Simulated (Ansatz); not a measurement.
G0W0 rungs for MgH2 (P4_2/mnm).

Symmetry: P4_2/mnm, No. 136, tetragonal system. The conventional cell has a = 4.517 Å, b = 4.517 Å, c = 3.021 Å, α = 90.00°, β = 90.00°, γ = 90.00°. Nearest to Mg lie 6 H at 1.95 Å. Nearest to H lie 3 Mg at 1.95 Å. Farther neighbours are not listed.

```cif
data_structure
_symmetry_space_group_name_H-M 'P 1'
_symmetry_Int_Tables_number 1
_cell_length_a 4.5168
_cell_length_b 4.5168
_cell_length_c 3.0205
_cell_angle_alpha 90.000
_cell_angle_beta 90.000
_cell_angle_gamma 90.000
_cell_volume 61.62
loop_
_atom_site_label
_atom_site_type_symbol
_atom_site_fract_x
_atom_site_fract_y
_atom_site_fract_z
_atom_site_occupancy
Mg1 Mg 0.00000 0.00000 0.00000 1
Mg2 Mg 0.50000 0.50000 0.50000 1
H3 H 0.30600 0.30600 0.00000 1
H4 H 0.19400 0.80600 0.50000 1
H5 H 0.69400 0.69400 0.00000 1
H6 H 0.80600 0.19400 0.50000 1
```

The cell and positions come from the Crystallography Open Database and are kept as given unless a step says otherwise.

Runs so far (Ansatz 0.2.0, start PBE, PAW set soft_1 files, 4×4×4 mesh). Times are wall times on 1 × NVIDIA H100 80GB HBM3 (shared by 6 runs) with 2 threads of AMD EPYC 7R13 (Zen 3), shared host, good to a factor of about two.

| bands summed | cutoff (eV) | gap on the mesh (eV) | time |
| --- | --- | --- | --- |
| 61 | 50 | 5.693 | 12 s |
| 151 | 100 | 5.851 | 12 s |
| 269 | 150 | 5.937 | 33 s |
| 468 | 220 | 5.994 | 20 s |

Q: What should the next rung give, with 739 bands and screening to 300 eV, and where is the limit?

The error falls about as one over the bands when the cutoff rises with them. A line through the two highest rungs given predicts 6.023 eV; the run gave 6.024 eV, close to it. The two highest rungs put the limit near 6.075 eV, the pair below near 6.072 eV; their difference is a rough measure of what is unsettled in bands and cutoff; the mesh is a separate error.

The 4×4×4 mesh misses a band edge: on 6×6×8 the PBE gap is 3.80 eV, so these values are not the fundamental gap, which lies some 0.11 eV lower. Limits: not at the basis limit; coarse k mesh.

[Paths, hosts, dates, memory and timing lines, banners, echoed tables and standing remarks are left out of the program output.]

[Logs are printed without paths, hosts, clocks, repeated set-up lines and the standing remarks that a program may print on its own settings, such as how far it seeks lower states.]

[Runs of the session that timed out or met a known fault of the program may be left out.]

[Cells called generated may have been cut or substituted from an entry of the Crystallography Open Database or the Materials Project.]

[Hosts, paths, dates, database ids (printed as entryN), source tags and the programs' standing remarks are cut or masked in the printed files.]
